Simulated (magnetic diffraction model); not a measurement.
**Solving a magnetic structure from powder neutron data: ErMg14Ag**

Space group P-6m2 (no. 187), a = 6.8400 Å, c = 10.5370 Å.

| site | atom | x | y | z |
| --- | --- | --- | --- | --- |
| 1b | Er | 0 | 0 | 1/2 |
| 1a | Ag | 0 | 0 | 0 |
| 2i | Mg | 2/3 | 1/3 | 0.7497 |
| 6n | Mg | 0.6615 | 0.8307 | 0.7487 |
| 3k | Mg | 0.4967 | 0.5033 | 1/2 |
| 3j | Mg | 0.4957 | 0.5043 | 0 |

The compound is invented for this exercise: a known structure type with other elements, its cell scaled to their sizes and not relaxed.

Only Er is taken to order (form factors of Er3+); orders and moment sizes are assumed, and not adapted to the symmetry. Radiation: neutrons of λ = 1.594 Å, 2° to 30°; isotropic B of 0.17 Å² (Er), 0.17 Å² (Ag) and 0.23 Å² (Mg). The intensities are simulated: I ∝ L Σ (|F_N|² + |F_M⊥|²) for unpolarised neutrons, with F_M = 2.695 fm/μB × Σ f(s) S exp(2πi Q·r) exp(−B s²) at Q = H ± k (one set where k and −k are equivalent), only the part normal to Q counting and L = 1/(sin²θ cos θ). For a modulated order the moment at position r is S exp(−2πi k·r) + c.c., with S = m/2 for a sine wave of amplitude m and S = m(u + iv)/2 for moments turning in a plane, u and v being orthogonal unit vectors in it; the phase factor of the sum at Q = H + k is then exp(2πi H·r). Form factors are spin-only for 3d ions and dipole or tabulated for f ions, scattering lengths are Sears's of 1992, and absorption is left out. A label names one of the reflections at its angle. The strongest nuclear line in the range is 100, and lines under 0.2 are left out.

Above the ordering temperature:

| 2θ (°) | index | I |
| --- | --- | --- |
| 8.68 | (0 0 1) | 41.3 |
| 15.46 | (1 0 0) | 63.4 |
| 17.40 | (0 0 2) | 19.9 |
| 17.76 | (1 0 1) | 46.8 |
| 23.36 | (1 0 2) | 100.0 |
| 26.23 | (0 0 3) | 1.1 |
| 26.95 | (1 1 0) | 26.9 |
| 28.36 | (1 1 1) | 16.6 |

Below it (cell unchanged):

```
2θ (°)       I
  8.68    41.3
  8.91  1370.2
 12.45  2060.0
 15.46    63.4
 17.40    19.9
 17.76    46.8
 17.88   326.7
 19.58   965.1
 19.90   620.3
 23.36   100.0
 23.72   356.6
 25.05   470.6
 25.30   693.1
 26.23     1.1
 26.95    26.9
 27.75   477.8
 28.36    16.6
 29.57   590.8
```

**Question.** Find the propagation vector, then choose among these models:
A. moments turning in the plane of [100] and [010], 5.5 μB on Er
B. a sine wave with moments along [010] (amplitudes given), 5.5 μB on Er
C. moments turning in the plane of [010] and [001], 5.5 μB on Er
D. moments turning in the plane of [001] and [100], 5.5 μB on Er

The new lines index as (1/3 1/3 0) at 8.91°, (1/3 1/3 1) at 12.45°, (2/3 2/3 0) at 17.88° and (1/3 1/3 2) at 19.58°, that is as H ± k with k = (1/3 1/3 0). Satellites come in pairs about each point of the reciprocal lattice.

Magnetic intensity, observed (below minus above) and for each model:

| 2θ (°) | index | observed | A | B | C | D |
| --- | --- | --- | --- | --- | --- | --- |
| 8.91 | (1/3 1/3 0) | 1370.2 | 1370.2 | 685.1 | 2055.3 | 2055.3 |
| 12.45 | (1/3 1/3 1) | 2060.0 | 2060.0 | 1030.0 | 1741.3 | 1741.3 |
| 17.88 | (2/3 2/3 0) | 326.7 | 326.7 | 163.4 | 490.1 | 490.1 |
| 19.58 | (1/3 1/3 2) | 965.1 | 965.1 | 482.6 | 595.0 | 595.0 |
| 19.90 | (2/3 2/3 1) | 620.3 | 620.3 | 310.2 | 731.0 | 731.0 |
| 23.72 | (4/3 1/3 0) | 356.6 | 356.6 | 178.3 | 534.9 | 534.9 |
| 25.30 | (4/3 1/3 1) | 693.1 | 693.1 | 346.6 | 891.9 | 891.9 |
| 29.57 | (4/3 1/3 2) | 590.8 | 590.8 | 295.4 | 579.0 | 579.0 |

Model A matches. Model B has the same shape and would fit too with moments 1.41 times as large, so only the size of the moment sets it apart.

The structure used: k = (1/3 1/3 0), moments turning in the plane of [100] and [010], 5.5 μB on Er.

[Logs are printed without paths, hosts, clocks, repeated set-up lines and the standing remarks that a program may print on its own settings, such as how far it seeks lower states.]
